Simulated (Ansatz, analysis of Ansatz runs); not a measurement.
# Migration in Al5AgS8 (F-43m): V_S hop (3.6 Å), charge +2, part 3 of 4

Wanted: path and barrier of a jump of S in Al5AgS8 (F-43m) at charge +2. The case: V_S hop (3.6 Å), in a cell of 56 host atoms with 1 S taken out.

Ansatz 0.2.0; plane-wave PAW DFT, PBEsol; nudged elastic band between two relaxed defect structures at fixed charge in a uniform background.

So far: The starting structure; Relaxation of the start point, charge +2; Relaxation of the end point, charge +2.

## 4. Nudged elastic band, charge +2

5 movable images are laid between the ends on a pair-potential path, which keeps atoms from colliding in the first guess. Each image feels the true force across the path and a spring force along it. The highest image is set to climb to the top of the path.

This step: plane-wave PAW DFT, PBEsol; nudged elastic band between two relaxed defect structures at fixed charge in a uniform background.

The input, qp2.neb/input.yaml:

```yaml
crystal:
  lattice:
    - [10.0726001, 0.0, 0.0]
    - [0.0, 0.0, -10.0726001]
    - [0.0, 10.0726001, 0.0]
  atoms:
    - { symbol: Al, position: [0.116387, 0.38350472, 0.61810115] }
    - { symbol: Al, position: [0.11988087, 0.88113607, 0.11968698] }
    - { symbol: Al, position: [0.61829672, 0.38350981, 0.11617334] }
    - { symbol: Al, position: [0.62342594, 0.851487, 0.62321625] }
    - { symbol: Al, position: [0.37572223, 0.38477409, 0.88479995] }
    - { symbol: Al, position: [0.38551911, 0.88530538, 0.38529916] }
    - { symbol: Al, position: [0.88501478, 0.3847887, 0.37552463] }
    - { symbol: Al, position: [0.88501329, 0.87550848, 0.88479408] }
    - { symbol: Al, position: [0.35170432, 0.12321573, 0.62320859] }
    - { symbol: Al, position: [0.3813425, 0.61968206, 0.11966501] }
    - { symbol: Al, position: [0.88372609, 0.11809843, 0.1161566] }
    - { symbol: Al, position: [0.88375078, 0.61617655, 0.61808609] }
    - { symbol: Al, position: [0.11637759, 0.11808313, 0.88351396] }
    - { symbol: Al, position: [0.11990472, 0.61966587, 0.38112702] }
    - { symbol: Al, position: [0.62344698, 0.12320548, 0.35150186] }
    - { symbol: Al, position: [0.61830533, 0.61615396, 0.88349878] }
    - { symbol: Al, position: [-0.00464078, -0.00466802, 0.49533957] }
    - { symbol: Al, position: [0.00109556, 0.50088616, 0.00089708] }
    - { symbol: Al, position: [0.49556652, -0.00466633, -0.00484697] }
    - { symbol: Al, position: [0.49555279, 0.49514998, 0.49533583] }
    - { symbol: Ag, position: [0.25426965, 0.24469268, 0.25404995] }
    - { symbol: Ag, position: [0.25426945, 0.75404957, 0.74470502] }
    - { symbol: Ag, position: [0.75664954, 0.25643332, 0.75642638] }
    - { symbol: Ag, position: [0.7449434, 0.75403117, 0.25403] }
    - { symbol: S, position: [0.39800985, 0.12103626, 0.39778112] }
    - { symbol: S, position: [0.38615915, 0.61667471, 0.88671202] }
    - { symbol: S, position: [0.88351558, 0.10812347, 0.88329389] }
    - { symbol: S, position: [0.886955, 0.6166832, 0.38593643] }
    - { symbol: S, position: [0.11536931, 0.11421057, 0.11515144] }
    - { symbol: S, position: [0.11539367, 0.61514644, 0.61420268] }
    - { symbol: S, position: [0.61441981, 0.61515187, 0.11514388] }
    - { symbol: S, position: [0.11691255, 0.38671436, 0.38595089] }
    - { symbol: S, position: [0.11690735, 0.88593816, 0.88673276] }
    - { symbol: S, position: [0.60833801, 0.38328862, 0.8833052] }
    - { symbol: S, position: [0.62126017, 0.89776296, 0.39777554] }
    - { symbol: S, position: [0.38615372, 0.38672567, 0.1166956] }
    - { symbol: S, position: [0.39799672, 0.89778357, 0.62103904] }
    - { symbol: S, position: [0.8835291, 0.38331538, 0.60813704] }
    - { symbol: S, position: [0.88693571, 0.88595024, 0.11668779] }
    - { symbol: S, position: [0.36589291, 0.1354661, 0.86412595] }
    - { symbol: S, position: [0.36888331, 0.63795257, 0.36865746] }
    - { symbol: S, position: [0.86435291, 0.13547399, 0.36567419] }
    - { symbol: S, position: [0.86553654, 0.631338, 0.86532265] }
    - { symbol: S, position: [0.12182052, 0.13288472, 0.63289128] }
    - { symbol: S, position: [0.13495225, 0.63473963, 0.13473995] }
    - { symbol: S, position: [0.63309857, 0.13288944, 0.12161204] }
    - { symbol: S, position: [0.63310434, 0.62160133, 0.63288437] }
    - { symbol: S, position: [0.13155343, 0.36531977, 0.86533244] }
    - { symbol: S, position: [0.13816954, 0.86866111, 0.36866356] }
    - { symbol: S, position: [0.63569571, 0.364121, 0.36568617] }
    - { symbol: S, position: [0.63569306, 0.86567091, 0.86412576] }
    - { symbol: S, position: [0.36589672, 0.36411915, 0.63547499] }
    - { symbol: S, position: [0.36887191, 0.86866718, 0.13795157] }
    - { symbol: S, position: [0.86553082, 0.36532288, 0.13134789] }
    - { symbol: S, position: [0.86434997, 0.86566101, 0.63547982] }
total_charge: 2
basis:
  ecutwfc: 420
  xc_grid: 2
hamiltonian:
  xc: pbesol
kpoints:
  mp_grid: { grid: [1, 1, 1], shift: [0.25, 0.25, 0.25] }
scf:
  occupations: { method: fixed }
  max_iter: 120
output:
  forces: true
neb:
  images: 5
  f_tol: 0.04
  climbing: true
  initial_path: idpp
  max_iterations: 45
  order_check: false
  final_atoms:
    - { symbol: Al, position: [0.117687, 0.37979891, 0.62438891] }
    - { symbol: Al, position: [0.11865766, 0.88049515, 0.11790567] }
[... 4 atom lines left out ...]
    - { symbol: Al, position: [0.91273975, 0.37867403, 0.37836679] }
[... 1 atom line left out ...]
    - { symbol: Al, position: [0.38031325, 0.12227732, 0.61881709] }
[... 5 atom lines left out ...]
    - { symbol: Al, position: [0.62148169, 0.08810036, 0.37800672] }
[... 4 atom lines left out ...]
    - { symbol: Al, position: [0.40416565, 0.59521243, 0.59504991] }
[... 2 atom lines left out ...]
    - { symbol: Ag, position: [0.75425047, 0.24306906, 0.74256992] }
[... 1 atom line left out ...]
    - { symbol: S, position: [0.39203157, 0.11654874, 0.38620754] }
[... 9 atom lines left out ...]
    - { symbol: S, position: [0.61178286, 0.86691902, 0.38750639] }
[... 2 atom lines left out ...]
    - { symbol: S, position: [0.88425365, 0.38658043, 0.60805665] }
[... 3 atom lines left out ...]
    - { symbol: S, position: [0.86121482, 0.13872507, 0.36618846] }
[... 3 atom lines left out ...]
    - { symbol: S, position: [0.63345748, 0.13863323, 0.1385064] }
[... 3 atom lines left out ...]
    - { symbol: S, position: [0.61235943, 0.1146603, 0.60746514] }
[... 1 atom line left out ...]
    - { symbol: S, position: [0.35781071, 0.37540509, 0.64272955] }
[... 2 atom lines left out ...]
    - { symbol: S, position: [0.86431366, 0.86601068, 0.63385516] }
```

Command:

```
$ ansatz run input.yaml --threads 4 --pin off --max-ram 7536MiB --backend cpu --events-out ev --progress --plain --runs-dir out
```

The log of the run:

```text
Warning: neb: disabling space-group detection — the band's intermediate images generally break the endpoint symmetry, so the full k-mesh is solved, and no spatial operation symmetrises the density, except that a semilocal band can use its path's symmetry [...]
[...]
parallel-image band execution: 4 concurrent image workers
NEB image 0
Crystal: 55 atoms, lattice volume = 1021.939 Å³
Basis set: ecut = 420 eV, 20005 PW (Γ), exchange–correlation on 144×144×144 points (8 copies of the dense FFT grid, shifted against one another)
Bands: 215, of which v1, the nominal top of the filled ones, is band 160 counted from 1 (159 counted from 0)
Symmetry: 1 space group operations
k-points: 1
[...]
SCF iter   1: F=—  HF=-68081.096004 eV  |F-HF|=—  |Δ(HF+E_count)|=         —  Δρ=1.36e-2  dr2=3.08e0  ethr=1.77e-3  ⟨swp⟩=5.0  Hψ=682  notcnv=0  defer=51
[...]
SCF iter  10: F=-68080.304230 eV  HF=-68080.304230 eV  |F-HF|=6.48e-9  |Δ(HF+E_count)|=   8.50e-8  Δρ=1.36e-6  dr2=2.53e-8  ethr=3.13e-11  ⟨swp⟩=4.0  Hψ=636  notcnv=0
SCF 1 converged in 10 iterations: F = -68080.304230 eV  dr2 = 2.53e-8
[...]
NSCF: frozen V_eff on 1 k-points
NEB image 6
SCF iter   1: F=—  HF=-68080.526021 eV  |F-HF|=—  |Δ(HF+E_count)|=         —  Δρ=1.36e-2  dr2=3.08e0  ethr=1.77e-3  ⟨swp⟩=6.0  Hψ=682  notcnv=0  defer=53
[...]
SCF iter  11: F=-68079.753954 eV  HF=-68079.753954 eV  |F-HF|=4.66e-8  |Δ(HF+E_count)|=   1.05e-8  Δρ=1.24e-6  dr2=2.44e-8  ethr=3.13e-11  ⟨swp⟩=3.0  Hψ=799  notcnv=0
SCF 2 converged in 11 iterations: F = -68079.753954 eV  dr2 = 2.44e-8
[...]
NEB end point (image 0): max|allowed force component| = 1.132e-2 eV/Å (the criterion of neb.relax_end_points is 1.000e-2)
NEB end point (image 6): max|allowed force component| = 1.169e-2 eV/Å (the criterion of neb.relax_end_points is 1.000e-2)
NEB image 1
SCF iter   1: F=—  HF=-68080.098576 eV  |F-HF|=—  |Δ(HF+E_count)|=         —  Δρ=1.36e-2  dr2=3.10e0  ethr=1.77e-3  ⟨swp⟩=5.0  Hψ=681  notcnv=0  defer=52
[...]
SCF iter  10: F=-68079.301357 eV  HF=-68079.301357 eV  |F-HF|=1.13e-8  |Δ(HF+E_count)|=   1.27e-8  Δρ=2.22e-6  dr2=8.81e-8  ethr=3.13e-11  ⟨swp⟩=3.0  Hψ=710  notcnv=0
SCF 3 converged in 10 iterations: F = -68079.301357 eV  dr2 = 8.81e-8
NEB image 2
SCF iter   1: F=—  HF=-68078.423562 eV  |F-HF|=—  |Δ(HF+E_count)|=         —  Δρ=1.38e-2  dr2=3.22e0  ethr=1.77e-3  ⟨swp⟩=5.0  Hψ=680  notcnv=0  defer=53
[...]
SCF iter  10: F=-68077.590961 eV  HF=-68077.590961 eV  |F-HF|=2.73e-8  |Δ(HF+E_count)|=   1.10e-7  Δρ=2.28e-6  dr2=9.34e-8  ethr=3.13e-11  ⟨swp⟩=4.0  Hψ=653  notcnv=0
SCF 4 converged in 10 iterations: F = -68077.590961 eV  dr2 = 9.34e-8
NEB image 3
SCF iter   1: F=—  HF=-68077.559045 eV  |F-HF|=—  |Δ(HF+E_count)|=         —  Δρ=1.39e-2  dr2=3.33e0  ethr=1.77e-3  ⟨swp⟩=5.0  Hψ=674  notcnv=0  defer=53
[...]
SCF iter  10: F=-68076.692038 eV  HF=-68076.692038 eV  |F-HF|=4.10e-9  |Δ(HF+E_count)|=   1.23e-7  Δρ=2.17e-6  dr2=7.41e-8  ethr=3.13e-11  ⟨swp⟩=5.0  Hψ=638  notcnv=0
SCF 5 converged in 10 iterations: F = -68076.692038 eV  dr2 = 7.41e-8
NEB image 4
SCF iter   1: F=—  HF=-68078.226953 eV  |F-HF|=—  |Δ(HF+E_count)|=         —  Δρ=1.40e-2  dr2=3.41e0  ethr=1.77e-3  ⟨swp⟩=5.0  Hψ=679  notcnv=0  defer=53
[...]
SCF iter  11: F=-68077.346443 eV  HF=-68077.346443 eV  |F-HF|=4.67e-8  |Δ(HF+E_count)|=   2.14e-7  Δρ=1.26e-6  dr2=3.19e-8  ethr=3.13e-11  ⟨swp⟩=5.0  Hψ=652  notcnv=0
SCF 6 converged in 11 iterations: F = -68077.346443 eV  dr2 = 3.19e-8
NEB image 5
SCF iter   1: F=—  HF=-68079.619257 eV  |F-HF|=—  |Δ(HF+E_count)|=         —  Δρ=1.37e-2  dr2=3.22e0  ethr=1.77e-3  ⟨swp⟩=6.0  Hψ=680  notcnv=0  defer=53
[...]
SCF iter  11: F=-68078.804539 eV  HF=-68078.804539 eV  |F-HF|=6.70e-8  |Δ(HF+E_count)|=   1.37e-7  Δρ=1.36e-6  dr2=3.15e-8  ethr=3.13e-11  ⟨swp⟩=3.0  Hψ=719  notcnv=0
SCF 7 converged in 11 iterations: F = -68078.804539 eV  dr2 = 3.15e-8
NEB iter   1: max|band force component| = 2.186e0 eV/Å  barrier→ = 3.6122 eV  barrier← = 3.0619 eV  Δτ_max = 0.1999 Å  (73 SCF iters)
NEB image 1
[...]
SCF iter   9: F=-68079.722400 eV  HF=-68079.722400 eV  |F-HF|=8.96e-9  |Δ(HF+E_count)|=   2.01e-8  Δρ=9.01e-7  dr2=1.44e-8  ethr=3.13e-11  ⟨swp⟩=2.0  Hψ=644  notcnv=0
SCF 8 converged in 9 iterations: F = -68079.722400 eV  dr2 = 1.44e-8
NEB image 2
[...]
SCF iter   9: F=-68078.476827 eV  HF=-68078.476827 eV  |F-HF|=2.11e-8  |Δ(HF+E_count)|=   9.71e-9  Δρ=2.00e-6  dr2=4.82e-8  ethr=3.13e-11  ⟨swp⟩=2.0  Hψ=650  notcnv=0
SCF 9 converged in 9 iterations: F = -68078.476827 eV  dr2 = 4.82e-8
NEB image 3
[...]
SCF iter   9: F=-68077.620324 eV  HF=-68077.620324 eV  |F-HF|=1.37e-8  |Δ(HF+E_count)|=   1.38e-7  Δρ=1.21e-6  dr2=2.66e-8  ethr=3.13e-11  ⟨swp⟩=4.0  Hψ=653  notcnv=0
SCF 10 converged in 9 iterations: F = -68077.620324 eV  dr2 = 2.66e-8
NEB image 4
[...]
SCF iter   9: F=-68078.276071 eV  HF=-68078.276071 eV  |F-HF|=4.67e-8  |Δ(HF+E_count)|=   4.54e-8  Δρ=2.25e-6  dr2=7.78e-8  ethr=3.13e-11  ⟨swp⟩=3.0  Hψ=803  notcnv=0
SCF 11 converged in 9 iterations: F = -68078.276071 eV  dr2 = 7.78e-8
NEB image 5
[...]
SCF iter   9: F=-68079.140154 eV  HF=-68079.140154 eV  |F-HF|=6.29e-8  |Δ(HF+E_count)|=   6.54e-7  Δρ=1.32e-6  dr2=3.52e-8  ethr=3.13e-11  ⟨swp⟩=4.0  Hψ=681  notcnv=0
SCF 12 converged in 9 iterations: F = -68079.140154 eV  dr2 = 3.52e-8
NEB iter   2: max|band force component| = 1.103e0 eV/Å  barrier→ = 2.6839 eV  barrier← = 2.1336 eV  Δτ_max = 0.2000 Å  (45 SCF iters)
NEB image 1
[...]
SCF iter   9: F=-68079.857861 eV  HF=-68079.857861 eV  |F-HF|=5.22e-9  |Δ(HF+E_count)|=   3.23e-8  Δρ=1.02e-6  dr2=1.81e-8  ethr=3.13e-11  ⟨swp⟩=4.0  Hψ=594  notcnv=0
SCF 13 converged in 9 iterations: F = -68079.857861 eV  dr2 = 1.81e-8
NEB image 2
[...]
SCF iter   9: F=-68078.970967 eV  HF=-68078.970967 eV  |F-HF|=7.65e-9  |Δ(HF+E_count)|=   2.14e-7  Δρ=1.57e-6  dr2=4.33e-8  ethr=3.13e-11  ⟨swp⟩=4.0  Hψ=653  notcnv=0
SCF 14 converged in 9 iterations: F = -68078.970967 eV  dr2 = 4.33e-8
NEB image 3
[...]
SCF iter  10: F=-68078.051998 eV  HF=-68078.051998 eV  |F-HF|=8.03e-9  |Δ(HF+E_count)|=   7.11e-8  Δρ=7.87e-7  dr2=1.63e-8  ethr=3.13e-11  ⟨swp⟩=4.0  Hψ=637  notcnv=0
SCF 15 converged in 10 iterations: F = -68078.051998 eV  dr2 = 1.63e-8
NEB image 4
[...]
NEB iter   9: max|band force component| = 8.464e-2 eV/Å  barrier→ = 1.8171 eV  barrier← = 1.2668 eV  CI = image 3  Δτ_max = 0.0129 Å  (35 SCF iters)
NEB iter  10: max|band force component| = 4.328e-2 eV/Å  barrier→ = 1.8146 eV  barrier← = 1.2643 eV  CI = image 3  Δτ_max = 0.0289 Å  (26 SCF iters)
NEB image 1
[...]
SCF iter   5: F=-68079.854314 eV  HF=-68079.854314 eV  |F-HF|=3.32e-9  |Δ(HF+E_count)|=   1.44e-7  Δρ=1.28e-6  dr2=1.92e-8  ethr=3.13e-11  ⟨swp⟩=3.0  Hψ=703  notcnv=0
SCF 53 converged in 5 iterations: F = -68079.854314 eV  dr2 = 1.92e-8
NEB image 2
[...]
SCF iter   6: F=-68078.979606 eV  HF=-68078.979606 eV  |F-HF|=2.75e-9  |Δ(HF+E_count)|=   4.70e-8  Δρ=1.81e-6  dr2=6.27e-8  ethr=3.13e-11  ⟨swp⟩=4.0  Hψ=636  notcnv=0
SCF 54 converged in 6 iterations: F = -68078.979606 eV  dr2 = 6.27e-8
NEB image 3
[...]
SCF iter   7: F=-68078.491602 eV  HF=-68078.491602 eV  |F-HF|=1.65e-8  |Δ(HF+E_count)|=   1.71e-7  Δρ=1.50e-6  dr2=3.48e-8  ethr=3.13e-11  ⟨swp⟩=4.0  Hψ=652  notcnv=0
SCF 55 converged in 7 iterations: F = -68078.491602 eV  dr2 = 3.48e-8
NEB image 4
[...]
SCF iter   6: F=-68078.786261 eV  HF=-68078.786261 eV  |F-HF|=1.38e-8  |Δ(HF+E_count)|=   1.67e-7  Δρ=1.52e-6  dr2=4.37e-8  ethr=3.13e-11  ⟨swp⟩=4.0  Hψ=676  notcnv=0
SCF 56 converged in 6 iterations: F = -68078.786261 eV  dr2 = 4.37e-8
NEB image 5
[...]
SCF iter   6: F=-68079.366153 eV  HF=-68079.366153 eV  |F-HF|=1.92e-8  |Δ(HF+E_count)|=   7.07e-8  Δρ=8.99e-7  dr2=1.84e-8  ethr=3.13e-11  ⟨swp⟩=4.0  Hψ=651  notcnv=0
SCF 57 converged in 6 iterations: F = -68079.366153 eV  dr2 = 1.84e-8
NEB image 1
[...]
NEB image 2
[...]
NEB image 4
[...]
NEB image 5
[...]
NEB image 3
[...]
the band table was solved once a step of the walk had ended and its energy, with any forces and stress, was formed, with the checks that follow a solve (1101 applications of the Hamiltonian). They found nothing against the state; [...]
NEB iter  11: max|band force component| = 3.468e-2 eV/Å  barrier→ = 1.8126 eV  barrier← = 1.2624 eV  CI = image 3  Δτ_max = 0.0000 Å  (30 SCF iters)
SCF converged after 7 iterations
Free energy (F): -68078.491602 eV
[...]
Internal energy: -68078.491602 eV  (E = F + TS)
E sigma→0 (E₀):  -68078.491602 eV
Fermi energy:    6.926542 eV
[...]
--- Forces (eV/Å), atoms counted from 1 ---
  atom   1  Al     0.00861602     0.00969077    -0.00907022
  atom   2  Al     0.00139209     0.00159307     0.00276242
  [... 4 atoms left out ...]
  atom   7  Al     0.00732423     0.00372928    -0.00232117
  [... 1 atom left out ...]
  atom   9  Al     0.00257723    -0.00218908    -0.00285792
  [... 5 atoms left out ...]
  atom  15  Al    -0.00535929    -0.01997214     0.00827275
  [... 4 atoms left out ...]
  atom  20  Al     0.00254765     0.00892420     0.01813338
  [... 2 atoms left out ...]
  atom  23  Ag     0.02415720     0.01640091     0.03392645
  [... 1 atom left out ...]
  atom  25  S      0.00643992    -0.00067274     0.00476017
  [... 12 atoms left out ...]
  atom  38  S     -0.00688098    -0.00796696     0.00127688
  [... 3 atoms left out ...]
  atom  42  S      0.00177423     0.00426935    -0.00170902
  [... 7 atoms left out ...]
  atom  50  S     -0.01517703    -0.01057453    -0.01583949
  [... 1 atom left out ...]
  atom  52  S     -0.01097309     0.00688803    -0.01358493
  [... 3 atoms left out ...]
  max |Σ_I F_I| component: 1.58e-5 eV/Å
--- Band table (eV) ---
[...]
this run last wrote the band of iteration 11 to <dir>
--- NEB band (7 images, 11 band iterations, 461 SCF iterations) ---
  forward barrier  = 1.812628 eV
  backward barrier = 1.262352 eV
  climbing image's point = of an order that was not read
  energies are F+E_penalty+E_count in eV, relative to image 0
  image     s (Å)  Δ vs image 0  max|band force component| (eV/Å)
      0    0.0000      0.000000                                 —
      1    0.9908      0.449916                          1.018e-2
      2    1.9815      1.324624                          2.072e-2
  *   3    2.9721      1.812628                          3.468e-2
      4    3.7341      1.517969                          2.670e-2
      5    4.4962      0.938077                          1.394e-2
      6    5.2584      0.550276                                 —
  climbing-image geometry (image 3):
  cell:  # Å, volume = 1021.9385 Å³
    - [10.0726001, 0.0, 0.0]
    - [0.0, 0.0, -10.0726001]
    - [0.0, 10.0726001, 0.0]
  atoms:
    - { symbol: Al, position: [0.108671, 0.389981, 0.630521] }
    - { symbol: Al, position: [0.120566, 0.880452, 0.117181] }
    - { symbol: Al, position: [0.627094, 0.380534, 0.086147] }
    - { symbol: Al, position: [0.623806, 0.864812, 0.625480] }
    - { symbol: Al, position: [0.379855, 0.379814, 0.890412] }
    - { symbol: Al, position: [0.379388, 0.881269, 0.384980] }
    - { symbol: Al, position: [0.910212, 0.374253, 0.386612] }
    - { symbol: Al, position: [0.884482, 0.879043, 0.883722] }
    - { symbol: Al, position: [0.380064, 0.143007, 0.596425] }
    - { symbol: Al, position: [0.384234, 0.621613, 0.115809] }
    - { symbol: Al, position: [0.882275, 0.118085, 0.116185] }
    - { symbol: Al, position: [0.885726, 0.618356, 0.621281] }
    - { symbol: Al, position: [0.118514, 0.116572, 0.874258] }
    - { symbol: Al, position: [0.114239, 0.623943, 0.383368] }
    - { symbol: Al, position: [0.609893, 0.106234, 0.363040] }
    - { symbol: Al, position: [0.619921, 0.618481, 0.884203] }
    - { symbol: Al, position: [-0.001776, 0.003549, 0.499799] }
    - { symbol: Al, position: [-0.002039, 0.502110, 0.005958] }
    - { symbol: Al, position: [0.494586, 0.001909, -0.003395] }
    - { symbol: Al, position: [0.464645, 0.522707, 0.538183] }
    - { symbol: Ag, position: [0.241011, 0.255263, 0.234716] }
    - { symbol: Ag, position: [0.265122, 0.758668, 0.741185] }
    - { symbol: Ag, position: [0.738544, 0.206991, 0.726152] }
    - { symbol: Ag, position: [0.752116, 0.748948, 0.251672] }
    - { symbol: S, position: [0.375273, 0.107736, 0.366996] }
    - { symbol: S, position: [0.387239, 0.613764, 0.885298] }
    - { symbol: S, position: [0.882219, 0.111187, 0.881392] }
    - { symbol: S, position: [0.880683, 0.605058, 0.389224] }
    - { symbol: S, position: [0.111913, 0.112452, 0.105488] }
    - { symbol: S, position: [0.114454, 0.623613, 0.616108] }
    - { symbol: S, position: [0.617312, 0.610361, 0.115831] }
    - { symbol: S, position: [0.131911, 0.391653, 0.393510] }
    - { symbol: S, position: [0.117385, 0.883733, 0.883303] }
    - { symbol: S, position: [0.616083, 0.382899, 0.864371] }
    - { symbol: S, position: [0.617959, 0.884954, 0.394712] }
    - { symbol: S, position: [0.398432, 0.389381, 0.122089] }
    - { symbol: S, position: [0.400477, 0.911692, 0.618855] }
    - { symbol: S, position: [0.881944, 0.385483, 0.617715] }
    - { symbol: S, position: [0.887515, 0.886173, 0.115684] }
    - { symbol: S, position: [0.369381, 0.138382, 0.861670] }
    - { symbol: S, position: [0.367145, 0.637642, 0.372334] }
    - { symbol: S, position: [0.866008, 0.137506, 0.363695] }
    - { symbol: S, position: [0.865344, 0.633826, 0.867532] }
    - { symbol: S, position: [0.132884, 0.136993, 0.631597] }
    - { symbol: S, position: [0.135801, 0.633788, 0.137572] }
    - { symbol: S, position: [0.634455, 0.138432, 0.131173] }
    - { symbol: S, position: [0.632977, 0.631437, 0.637940] }
    - { symbol: S, position: [0.128685, 0.367959, 0.875451] }
    - { symbol: S, position: [0.131553, 0.866823, 0.368310] }
    - { symbol: S, position: [0.592373, 0.235862, 0.544443] }
    - { symbol: S, position: [0.634582, 0.868376, 0.868445] }
    - { symbol: S, position: [0.341243, 0.375370, 0.648713] }
    - { symbol: S, position: [0.368785, 0.864329, 0.134850] }
    - { symbol: S, position: [0.862003, 0.366348, 0.140699] }
    - { symbol: S, position: [0.863192, 0.868098, 0.634907] }
```

Run time: 23 min. Hardware: 4 threads of Arm Neoverse N1, shared host; peak memory 4.7 GiB.

Images along the path:

```csv
image,path (Å),energy (eV),"S50: x, y, z (Å)"
0,0.000,0.0000,"6.403, 3.683, -3.668"
1,0.991,0.4499,"6.448, 4.333, -3.416"
2,1.982,1.3246,"6.214, 5.033, -2.975"
3,2.972,1.8126,"5.967, 5.484, -2.376"
4,3.734,1.5180,"5.996, 5.605, -2.100"
5,4.496,0.9381,"6.067, 5.851, -1.541"
6,5.258,0.5503,"6.168, 6.119, -1.155"
```

Read from the output:

* free energy: -68078.4916 eV
* barrier forward: 1.813 eV
* barrier backward: 1.262 eV
* end less start: 0.5503 eV
* hop length: 3.507 Å

Track of the atom that was set to move:

```csv
image,x (Å),y (Å),z (Å),nearest neighbour,distance (Å)
0,6.403,3.683,-3.668,Al,2.332
1,6.448,4.333,-3.416,Al,2.284
2,6.214,5.033,-2.975,Al,2.287
3,5.967,5.484,-2.376,Al,2.253
4,5.996,5.605,-2.1,Al,2.22
5,6.067,5.851,-1.541,Al,2.257
6,6.168,6.119,-1.155,Al,2.328
```

The band met its tolerance of 0.04 eV/Å after 11 iterations, with image 3 on top (the start counts as 0). S50, which moves farthest between the ends, has 4 Al at 2.33 to 2.53 Å nearest at the start and 2 Al at 2.25 to 2.39 Å and 1 Ag at 2.37 Å at the top.

[end of part 3 of 4]

[Long decimals in the printed logs are rounded to 6 places.]

[Repeated set-up lines and some long k-point lines are left out of the logs, and relaxed atomic positions are cut to six decimals.]

[Logs are printed without paths, hosts, clocks, repeated set-up lines and the standing remarks that a program may print on its own settings, such as how far it seeks lower states.]

[Hosts, paths, dates, database ids (printed as entryN), source tags and the programs' standing remarks are cut or masked in the printed files.]
